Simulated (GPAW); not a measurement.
# Polarising a 7-layer slab of Mo(110) with a field along the normal

The dipole of the cell at several fields, atoms fixed. What does the strongest field give, and what length does the slope stand for?

Set-up. GPAW 26.7.0, plane waves (400 eV), PAW setups, PBE, 12×12 mesh, a dipole layer in the vacuum; geometry relaxed without an applied field with GPAW. The cell's area is 7.02 Å², and e/ε0 = 180.95 V Å.

The runs, one held back:

```
field (V/Å)  dipole (e Å)
       −0.2       −0.1308
       −0.1       −0.0634
      −0.05       −0.0296
       0.05        0.0376
        0.1        0.0713
        0.2        0.1387
        0.3             ?
```

**Question.** What is the dipole at 0.3 V/Å?

Worked answer. A line through the 6 points has the slope α = 0.674 e Å per V/Å and the intercept p₀ = 0.0040 e Å (r.m.s. residual 5.5e−05). At 0.3 V/Å it gives p = 0.0040 + 0.674 × 0.3 = 0.2061 e Å; the run gives 0.2061 e Å, so the response stays linear to 0.0 % of the induced part. Dividing by ε0 and the area: α/(ε0 A) = 0.674 × 180.95 / 7.02 = 17.37 Å, against 13.32 Å between the outer nuclei. A metal screens fully, so the excess of 4.06 Å puts the image planes about 2.03 Å outside the outer atoms on average.

Caveats: This is the electronic response alone; ions that move would add to it in polar layers. No run was spin-polarised, so magnetic states weren't tested.

[Logs are printed without paths, hosts, clocks, repeated set-up lines and the standing remarks that a program may print on its own settings, such as how far it seeks lower states.]
